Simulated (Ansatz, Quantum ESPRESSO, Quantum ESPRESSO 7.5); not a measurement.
# H-CC-Cl chair, 1 layer: biaxial strain by an ASE script

Wanted: deformation of the bands of H-CC-Cl chair, 1 layer, driven from Python.

Calculated with Quantum ESPRESSO 7.5; plane-wave DFT, PBE, GBRV ultrasoft pseudopotentials (geometry by Ansatz 0.2.0 with PAW datasets; geometry under PBE).

## 1. Starting point

The cell holds 4 atoms: 1 Cl, 2 C and 1 H. Cell: a = 2.508 Å, b = 2.508 Å, c = 18.357 Å, α = 90.0°, β = 90.0°, γ = 120.0°. Vacuum lies along c.

This sheet is a model structure: its symmetry is held, and its stability is not tested here.

## 2. Geometry from Ansatz

A relaxation in Ansatz fixes the structure of this slab for the runs on it.

input.yaml reads:

```yaml
crystal:
  lattice:
    - [2.508, 0.0, 0.0]
    - [-1.254, 2.1719917127, 0.0]
    - [0.0, 0.0, 18.3566666667]
  atoms:
    - { symbol: Cl, position: [0.6666666667, 0.3333333333, 0.4085709098] }
    - { symbol: C, position: [0.6666666667, 0.3333333333, 0.5055384057] }
    - { symbol: C, position: [0.3333333333, 0.6666666667, 0.5331396405] }
    - { symbol: H, position: [0.3333333333, 0.6666666667, 0.5914290902] }
kpoints:
  mp_grid: { grid: [12, 12, 1] }
hamiltonian:
  xc: pbe
scf:
  occupations: { method: fermi_dirac, width: 0.05 }
  convergence: { dr2_threshold: 1.0e-08 }
efield:
  axis: 3
  dipole_correction: true
  ramp_position: 0.97
  ramp_width: 0.04
relax:
  f_tol: 0.01
  cell: { fix: [c, alpha, beta] }
output:
  write_potential: true
  write_density: true
  volumetric_format: npy
```

Command:

```console
$ ansatz run input.yaml --threads 2 --pin off --max-ram 4096MiB --backend cpu --events-out ev --progress --plain --runs-dir out
```

Numbers of over 12 decimals in the logs are rounded to 6 here.

Log:

```text
Warning: relax.cell: scf.convergence.dr2_threshold = 1e-8 eV is looser than the 4e-10 eV advised for a relaxation that steers and ends on the stress (1e-10 eV for each atom of the cell: 4). What an SCF threshold leaves in a stress goes as its square root, and in the free energy as the threshold itself, and one threshold admits the most on a small cell: [figures from the program's tests cut] Set scf.convergence.dr2_threshold to 4e-10 eV or tighter. The threshold is an SCF's pass mark: one that does not reach it within its budget of iterations ends unconverged, or closes short of it on a stop that the run arms, and scf.convergence.dr2_threshold's page says what that costs each kind of run
Engine: ansatz 0.2.0, x86_64-unknown-linux-gnu
Pseudopotentials: kind: paw
Pseudopotential: Cl, paw, valence charge 7, recommended cutoff 420 eV (normal), Cl.paw.azcp
Pseudopotential: C, paw, valence charge 4, recommended cutoff 420 eV (normal), C.paw.azcp
Pseudopotential: H, paw, valence charge 1, recommended cutoff 420 eV (normal), H.paw.azcp
Functional definition: PBE
  parameter kappa = 0.804
  parameter beta = 0.066725
  exchange = pbe_x(kappa = kappa, mu = beta*pi^2/3)
  correlation = pbe_c(beta = beta)
Crystal: 4 atoms, lattice volume = 99.995 Å³
Basis set: ecut = 420 eV, 1939 PW (Γ), exchange–correlation on 36×36×250 points (8 copies of the dense FFT grid, shifted against one another)
Bands: 12, of which v1, the nominal top of the filled ones, is band 8 counted from 1 (7 counted from 0)
Symmetry: 6 space group operations
Space group: P3m1 (ITA 156), of the structure as read, at distance tolerance 4.6e-5 Å
k-points: 19 of 144 (time reversal used)
Non-local potential: Cl, projectors of the file, l = 0: 2, l = 1: 2, l = 2: 2
Non-local potential: C, projectors of the file, l = 0: 2, l = 1: 2, l = 2: 1
Non-local potential: H, projectors of the file, l = 0: 2, l = 1: 1
PAW form: soft (Blöchl's): semilocal exchange-correlation on the pseudo side does not see the compensation charge
PAW one-centre angular grid: Cl, 110 points (default); XC on 64 Gauss nodes
PAW one-centre angular grid: C, 110 points (default); XC on 64 Gauss nodes
PAW one-centre angular grid: H, 110 points (default); XC on 64 Gauss nodes
Initial density: superposition of atomic densities (neutral atoms: chi_scale 0, normalization atom), corrected by the library's trained network
Initial wavefunctions: pseudopotential atomic-orbital guess
Functional: x = pbe(κ = 0.804, μ = 0.219515), c = pbe(β = 0.066725)
SCF iter   1: F=—  HF=-1594.597736 eV  |F-HF|=—  |Δ(HF+E_count)|=         —  Δρ=1.31e-2  dr2=4.13e-1  ethr=1.77e-3  p=0.082 e·Å  D=1.48e-1 V/Å  ΔV_dip=-2.71 eV  dr2_dipole=1.66e-1  V_vac-E_F(+/−)=0.91/3.62 eV  ⟨swp⟩=8.2  Hψ=1807  notcnv=0
efield: sawtooth ramp at fractional position 0.9700 (set: `efield.ramp_position`, or a place that a band, a saddle search or an elastic batch's reference lends), width 0.0400; the density the first Hamiltonian is built on has a dipole p = 0.082 e·Å; the dipole correction subtracts the counter field D = 1.48e-1 V/Å, which shifts the + side's vacuum level by -2.71 eV against the − side's; the planar-averaged density in the ramp window peaks in size at 2.1e-4 e/Å³
preconditioner: auto → LDOS  [insulator: Δε(μ)=0.188 eV  Ē_g=13.995 eV  σ=0.050 eV  W_gap=0.60  n_scr=10 (ndim 8)  ℏωp=14.9 eV  f_vac=0.642  D(μ)=1.10/eV (n_scr^D=8)  ε∞_Penn≈2.1  β→1.0]
SCF iter   2: F=—  HF=-1594.495324 eV  |F-HF|=—  |Δ(HF+E_count)|=   1.02e-1  Δρ=6.29e-3  dr2=9.11e-2  ethr=1.77e-3  p=0.041 e·Å  D=7.47e-2 V/Å  ΔV_dip=-1.37 eV  dr2_dipole=2.60e-3  V_vac-E_F(+/−)=1.40/2.77 eV  ⟨swp⟩=2.5  Hψ=564  notcnv=0
SCF iter   3: F=—  HF=-1594.488811 eV  |F-HF|=—  |Δ(HF+E_count)|=   6.51e-3  Δρ=4.38e-3  dr2=6.76e-2  ethr=5.70e-4  p=0.039 e·Å  D=7.04e-2 V/Å  ΔV_dip=-1.29 eV  dr2_dipole=3.23e-2  V_vac-E_F(+/−)=1.63/2.92 eV  ⟨swp⟩=3.5  Hψ=472  notcnv=0
SCF iter   4: F=—  HF=-1594.477481 eV  |F-HF|=—  |Δ(HF+E_count)|=   1.13e-2  Δρ=1.12e-3  dr2=1.82e-2  ethr=4.22e-4  p=0.027 e·Å  D=4.96e-2 V/Å  ΔV_dip=-0.91 eV  dr2_dipole=8.70e-3  V_vac-E_F(+/−)=1.79/2.70 eV  ⟨swp⟩=2.7  Hψ=399  notcnv=0
SCF iter   5: F=—  HF=-1594.476155 eV  |F-HF|=—  |Δ(HF+E_count)|=   1.33e-3  Δρ=8.01e-4  dr2=4.77e-3  ethr=1.14e-4  p=0.017 e·Å  D=3.16e-2 V/Å  ΔV_dip=-0.58 eV  dr2_dipole=2.07e-3  V_vac-E_F(+/−)=2.02/2.61 eV  ⟨swp⟩=2.6  Hψ=331  notcnv=0
SCF iter   6: F=—  HF=-1594.475736 eV  |F-HF|=—  |Δ(HF+E_count)|=   4.19e-4  Δρ=4.04e-4  dr2=4.65e-4  ethr=2.98e-5  p=0.010 e·Å  D=1.85e-2 V/Å  ΔV_dip=-0.34 eV  dr2_dipole=6.24e-5  V_vac-E_F(+/−)=2.24/2.58 eV  ⟨swp⟩=2.1  Hψ=331  notcnv=0
SCF iter   7: F=—  HF=-1594.475697 eV  |F-HF|=—  |Δ(HF+E_count)|=   3.92e-5  Δρ=1.73e-4  dr2=4.96e-5  ethr=2.90e-6  p=0.009 e·Å  D=1.67e-2 V/Å  ΔV_dip=-0.31 eV  dr2_dipole=5.39e-9  V_vac-E_F(+/−)=2.29/2.60 eV  ⟨swp⟩=2.3  Hψ=440  notcnv=0
SCF iter   8: F=—  HF=-1594.475705 eV  |F-HF|=—  |Δ(HF+E_count)|=   8.14e-6  Δρ=4.70e-5  dr2=1.00e-5  ethr=3.10e-7  p=0.009 e·Å  D=1.65e-2 V/Å  ΔV_dip=-0.30 eV  dr2_dipole=1.19e-6  V_vac-E_F(+/−)=2.31/2.61 eV  ⟨swp⟩=2.1  Hψ=388  notcnv=0
SCF iter   9: F=—  HF=-1594.475707 eV  |F-HF|=—  |Δ(HF+E_count)|=   2.28e-6  Δρ=1.25e-5  dr2=1.38e-6  ethr=6.28e-8  p=0.009 e·Å  D=1.65e-2 V/Å  ΔV_dip=-0.30 eV  dr2_dipole=2.81e-7  V_vac-E_F(+/−)=2.33/2.63 eV  ⟨swp⟩=2.5  Hψ=319  notcnv=0
SCF iter  10: F=—  HF=-1594.475708 eV  |F-HF|=—  |Δ(HF+E_count)|=   1.27e-6  Δρ=3.26e-6  dr2=5.66e-8  ethr=8.62e-9  p=0.009 e·Å  D=1.65e-2 V/Å  ΔV_dip=-0.30 eV  dr2_dipole=3.84e-9  V_vac-E_F(+/−)=2.33/2.63 eV  ⟨swp⟩=1.6  Hψ=270  notcnv=0
SCF iter  11: F=-1594.475708 eV  HF=-1594.475708 eV  |F-HF|=8.24e-9  |Δ(HF+E_count)|=   6.19e-8  Δρ=1.07e-6  dr2=7.62e-9  ethr=6.25e-11  p=0.009 e·Å  D=1.63e-2 V/Å  ΔV_dip=-0.30 eV  dr2_dipole=6.11e-9  V_vac-E_F(+/−)=2.33/2.63 eV  ⟨swp⟩=10.0  Hψ=1598  notcnv=0
WARN: efield: at this solve's end the planar-averaged density reaches 1.45e-5 e/Å³ inside the ramp window [0.9155, 0.0645] (bound 1e-5 e/Å³); by the running means of the window's planes the mean density over a ramp is at most 1.38e-5 e/Å³, which is held to the bound (the quickstart, § The vacuum guard, A window that rings); the window's nearer edge stands 5.95 Å from this solve's nearest atom along the axis. Its work [...]
SCF 1 converged in 11 iterations: F = -1594.475708 eV  dr2 = 7.62e-9
  greatest PAW one-centre occupation: 0.922 electrons in one spin orbital (limit 2), on the Cl atom at site 0 (counted from 0), in its partial waves of l = 0
[...]
relax step  10: F+E_penalty+E_count = -1595.49473570 eV  Δ(F+E_penalty+E_count) = +3.539e-4 eV  max|allowed force component| = 1.427e-1 eV/Å  Δτ_max = 0.0021 Å  P = -0.016 GPa  Ω = 121.147 Å³  energy of the carried Pulay correction = -7.505e-4 eV  fix = [c, alpha, beta]  (7 SCF iters, rejected (line search))
relax step  11: F+E_penalty+E_count = -1595.49506747 eV  Δ(F+E_penalty+E_count) = +2.214e-5 eV  max|allowed force component| = 7.028e-3 eV/Å  Δτ_max = 0.0004 Å  P = +0.042 GPa  Ω = 120.998 Å³  energy of the carried Pulay correction = -6.322e-4 eV  fix = [c, alpha, beta]  reactions: c +0.022 GPa  (6 SCF iters, accepted)
relax step  12: F+E_penalty+E_count = -1595.49501275 eV  Δ(F+E_penalty+E_count) = +5.472e-5 eV  max|allowed force component| = 1.013e-4 eV/Å  Δτ_max = 0.0002 Å  P = +0.002 GPa  Ω = 121.087 Å³  energy of the carried Pulay correction = -7.031e-4 eV  fix = [c, alpha, beta]  reactions: c +0.003 GPa  (6 SCF iters, accepted)
iter 1 solved again at ethr=1.66e-6 eV; its pass at ethr=3.10e-3 eV (dr2=2.66e-4 eV) is discarded
SCF iter   1: F=—  HF=-1595.495459 eV  |F-HF|=—  |Δ(HF+E_count)|=         —  Δρ=4.07e-5  dr2=1.34e-7  ethr=1.66e-6  p=0.075 e·Å  D=1.13e-1 V/Å  ΔV_dip=-2.07 eV  dr2_dipole=6.46e-10  V_vac-E_F(+/−)=1.18/3.25 eV  ⟨swp⟩=3.1  Hψ=2268  notcnv=0
efield: sawtooth ramp at fractional position 0.9700 (set: `efield.ramp_position`, or a place that a band, a saddle search or an elastic batch's reference lends), width 0.0400; the density the first Hamiltonian is built on has a dipole p = 0.075 e·Å; the dipole correction subtracts the counter field D = 1.13e-1 V/Å, which shifts the + side's vacuum level by -2.07 eV against the − side's; the planar-averaged density in the ramp window peaks in size at 3.4e-6 e/Å³
eigensolver tolerance schedule: the retry pair's looser diagonalisation over-reported the residual by 1989.51 of it (diagonalisation noise at an unbounded share of the residual, at the tolerance the schedule requests for it); recorded, not acted on — ethr = c·dr2/N_el stays at c = 1.0e-1
preconditioner: auto → none  [insulator: Δε(μ)=0.507 eV  Ē_g=12.928 eV  σ=0.050 eV  W_gap=0.99  n_scr=10 (ndim 8)  ℏωp=13.5 eV  f_vac=0.663  D(μ)=0.01/eV (n_scr^D=0)  ε∞_Penn≈2.1]
SCF iter   2: F=—  HF=-1595.495600 eV  |F-HF|=—  |Δ(HF+E_count)|=   1.41e-4  Δρ=2.02e-5  dr2=7.00e-8  ethr=8.35e-10  p=0.075 e·Å  D=1.13e-1 V/Å  ΔV_dip=-2.07 eV  dr2_dipole=1.51e-8  V_vac-E_F(+/−)=1.18/3.25 eV  ⟨swp⟩=3.1  Hψ=519  notcnv=0
SCF iter   3: F=—  HF=-1595.495660 eV  |F-HF|=—  |Δ(HF+E_count)|=   6.01e-5  Δρ=1.08e-5  dr2=3.43e-7  ethr=4.37e-10  p=0.076 e·Å  D=1.13e-1 V/Å  ΔV_dip=-2.07 eV  dr2_dipole=9.49e-8  V_vac-E_F(+/−)=1.18/3.25 eV  ⟨swp⟩=3.3  Hψ=447  notcnv=0  recentre
iter 4 met the thresholds in force, and the SCF goes on: an eigenvalue changes by 7.79 meV, over its tolerance of 3.16 meV (output.eigenvalues, Limitations)
SCF iter   4: F=-1595.495685 eV  HF=-1595.495678 eV  |F-HF|=6.73e-6  |Δ(HF+E_count)|=   1.80e-5  Δρ=3.81e-6  dr2=3.60e-9  ethr=6.25e-11  p=0.076 e·Å  D=1.13e-1 V/Å  ΔV_dip=-2.07 eV  dr2_dipole=1.72e-10  V_vac-E_F(+/−)=1.18/3.25 eV  ⟨swp⟩=10.8  Hψ=1986  notcnv=0
iter 5 met the thresholds in force, and the SCF goes on: an eigenvalue changes by 11.25 meV, over its tolerance of 3.16 meV (output.eigenvalues, Limitations)
SCF iter   5: F=-1595.495685 eV  HF=-1595.495683 eV  |F-HF|=1.58e-6  |Δ(HF+E_count)|=   5.16e-6  Δρ=1.43e-6  dr2=6.64e-10  ethr=2.25e-11  p=0.075 e·Å  D=1.13e-1 V/Å  ΔV_dip=-2.07 eV  dr2_dipole=4.66e-11  V_vac-E_F(+/−)=1.18/3.25 eV  ⟨swp⟩=8.3  Hψ=1701  notcnv=0
Mixer restart at iter 5: flushing history
SCF iter   6: F=-1595.495685 eV  HF=-1595.495685 eV  |F-HF|=3.73e-9  |Δ(HF+E_count)|=   1.58e-6  Δρ=9.31e-7  dr2=4.03e-9  ethr=4.15e-12  p=0.075 e·Å  D=1.13e-1 V/Å  ΔV_dip=-2.07 eV  dr2_dipole=2.84e-10  V_vac-E_F(+/−)=1.18/3.25 eV  ⟨swp⟩=7.6  Hψ=1677  notcnv=0
SCF 13 converged in 6 iterations: F = -1595.495685 eV  dr2 = 4.03e-9
relax step  13: F+E_penalty+E_count = -1595.49568507 eV  Δ(F+E_penalty+E_count) = -6.723e-4 eV  max|allowed force component| = 2.376e-4 eV/Å  Δτ_max = 0.0000 Å  P = +0.002 GPa  Ω = 121.087 Å³  fix = [c, alpha, beta]  reactions: c +0.000 GPa  stress off target by 3.34e-3 GPa on what of the cell is left free  SCF on the basis re-selected at this cell (its energy is not comparable with the rows above)  (6 SCF iters)
basis re-selected at this cell: Δ(F+E_penalty+E_count) = -6.723e-4 eV, ΔP = +0.001 GPa vs the last step (what re-selecting the basis moved, of the pressure what is left beyond the Pulay correction that the steps carried, after the strain that the cell walked since its last selection, with what the two solves' SCF thresholds leave and, on support functions, any second-order correction that the steps lacked; it is no m [...]
SCF converged after 6 iterations
an eigenvalue changed by more than its tolerance at an iteration that met the thresholds in force, so the SCF went on 2 times, its first undamped step at iteration 5: the last check found none over its tolerance
Free energy (F): -1595.495685 eV
Harris-Foulkes:  -1595.495685 eV  (|F-HF|=3.73e-9)
Internal energy: -1595.495580 eV  (E = F + TS)
E sigma→0 (E₀):  -1595.495633 eV
Entropy (-TS):   -0.000105 eV (-0.026 meV/atom)
Fermi energy:    1.181564 eV
Dipole field:    D = 0.112841 V/Å  (p = 0.075510 e·Å, saw-weighted, corrected)
Work function:   Φ+ = 1.1785 eV   Φ− = 3.2500 eV
Levels:          The Fermi level and band energies are counted from a zero that moves with the ramp; work functions are not
--- Per-component energies (eV) ---
  E_band       = -131.701555
  E_kinetic    = 353.009728
  E_local      = -6753.131932  (includes V_loc(G=0)·N_el)
  E_nonlocal   = 82.674157
  E_hartree    = 3223.537625
  E_xc         = -211.697622
  E_vxc        = -252.173823  (∫ρ·V_xc dr)
  E_paw        = -857.345002  (= ΣΔE_a)
  E_vpaw       = -9.643020  (= ΣTr[D̂ρ^β])
  E_aug_tail   = -0.001276  (compensation charges beyond the density's cutoff)
  E_efield     = 0.004260  (sawtooth field / dipole correction)
  E_vefield    = 0.486798  (∫n·V_field dr)
  E_ewald      = 2567.454481
  E_smearing   = -0.000105  (= −TS)
  E_closure    = -0.000000  (closes the sum)
  Σ components = -1595.495685   (vs F -1595.495685, Δ=0.00e0)
--- Forces (eV/Å), atoms counted from 1 ---
  atom   1  Cl    -0.00000000    -0.00000000    -0.00008606
  atom   2  C      0.00000000     0.00000000    -0.00000966
  atom   3  C      0.00000000    -0.00000000     0.00023144
  atom   4  H      0.00000000     0.00000000    -0.00016045
  max |Σ_I F_I| component: 2.47e-5 eV/Å
--- Stress (GPa, compression-positive) ---
        0.003335       0.000000       0.000000
        0.000000       0.003335      -0.000000
        0.000000      -0.000000       0.000387
  P = ⅓ Tr σ = 0.0024 GPa (0.024 kbar)
--- Band table (eV; the first three rows and the last of 19) ---
  k-point 0: bands = [... 4 lower, -3.3360, -3.3360, 0.9091, 0.9091, 1.4153, 2.7445, 3.3200, 3.9848]
  k-point 1: bands = [... 4 lower, -4.0243, -3.5758, 0.2990, 0.7974, 1.5798, 2.9096, 3.4513, 4.3058]
  k-point 2: bands = [... 4 lower, -5.0352, -4.1414, -1.0701, 0.4850, 2.0630, 3.2101, 3.7560, 4.3450]
  k-point 18: bands = [... 4 lower, -7.0889, -5.7142, -4.4173, -3.8637, 4.5558, 5.6196, 7.4016, 8.7172]
--- Relaxed structure (11 steps of the walk, 10 accepted, 2 SCFs on fresh bases) ---
  F+E_penalty+E_count = -1595.49568507 eV   max|allowed force component| = 2.376e-4 eV/Å   (the final SCF, on the basis selected at the relaxed cell)
  cell:  # Å, volume = 121.0875 Å³
    - [2.759862, 0.0, 0]
    - [-1.379931, 2.390111, 0]
    - [0, 0, 18.3566666667]
  atoms:
    - { symbol: Cl, position: [0.666667, 0.333333, 0.409773] }
    - { symbol: C, position: [0.666667, 0.333333, 0.505833] }
    - { symbol: C, position: [0.333333, 0.666667, 0.531429] }
    - { symbol: H, position: [0.333333, 0.666667, 0.591643] }
```

Run time: 7.3 s. Hardware: 2 threads of AMD EPYC 9R45, shared host; peak memory 0.46 GiB; 14 s of CPU time.

The steps of the relaxation:

```csv
step,energy less that of the first step (eV),largest force component (eV/Å),pressure (GPa),volume (Å³)
1,0.0000,2.4958,12.00,100.00
2,-0.7340,1.0468,5.45,109.98
3,-0.9474,0.7294,0.94,117.09
4,-0.9694,0.4364,-0.25,119.90
5,-0.9733,0.0890,-0.07,120.21
6,-0.9734,0.0269,-0.04,120.20
7,-0.9735,0.0030,-0.05,120.18
8*,-1.0185,0.0219,0.35,120.18
9,-1.0194,0.0178,0.11,120.85
10,-1.0190,0.1427,-0.02,121.15
11,-1.0194,0.0070,0.04,121.00
12,-1.0193,0.0001,0.00,121.09
13*,-1.0200,0.0002,0.00,121.09
```

Relaxation steps marked * repeat the geometry before them on a plane-wave basis chosen anew for their cell, so energy and pressure can jump there. Relaxation step 10 was tried and not accepted.

Forces are held to the 6 operations that the run works with; a distortion that breaks them can't arise in this run.

| cell as run | before | after | change |
| --- | --- | --- | --- |
| a (Å) | 2.508 | 2.760 | +10.0 % |
| b (Å) | 2.508 | 2.760 | +10.0 % |

The atoms that moved most (Å, along periodic axes as changes of fractional coordinates times the final cell, across vacuum about the mean position):

| atom | dx | dy | dz | length |
| --- | --- | --- | --- | --- |
| C3 | 0.000 | 0.000 | -0.031 | 0.031 |
| Cl1 | 0.000 | 0.000 | 0.022 | 0.022 |
| C2 | 0.000 | 0.000 | 0.005 | 0.005 |

Final coordinates:

```cif
data_structure
_symmetry_space_group_name_H-M 'P 1'
_symmetry_Int_Tables_number 1
_cell_length_a 2.7599
_cell_length_b 2.7599
_cell_length_c 18.3567
_cell_angle_alpha 90.000
_cell_angle_beta 90.000
_cell_angle_gamma 120.000
_cell_volume 121.09
loop_
_atom_site_label
_atom_site_type_symbol
_atom_site_fract_x
_atom_site_fract_y
_atom_site_fract_z
_atom_site_occupancy
Cl1 Cl 0.66667 0.33333 0.40977 1
C2 C 0.66667 0.33333 0.50583 1
C3 C 0.33333 0.66667 0.53143 1
H4 H 0.33333 0.66667 0.59164 1
```

Numbers from this step:

* free energy: -1595.4957 eV
* energy at zero smearing: -1595.4956 eV
* Fermi energy: 1.182 eV
* gap by band count: 0.5062 eV
* symmetry operations: 6
* dipole along the normal: 0.07551 e·Å
* vacuum level at the upper face over a Fermi level inside the gap: 1.179 eV
* vacuum level at the lower face over a Fermi level inside the gap: 3.250 eV

(Part 1 of 2 ends here.)

[Logs are printed without paths, hosts, clocks, repeated set-up lines and the standing remarks that a program may print on its own settings, such as how far it seeks lower states.]

[Hosts, paths, dates, database ids (printed as entryN), source tags and the programs' standing remarks are cut or masked in the printed files.]

[Maps of the electrostatic potential energy from Ansatz leave out the sawtooth potential of an applied field or a dipole correction, so their vacuum need not be flat; planar profiles and work functions include it.]
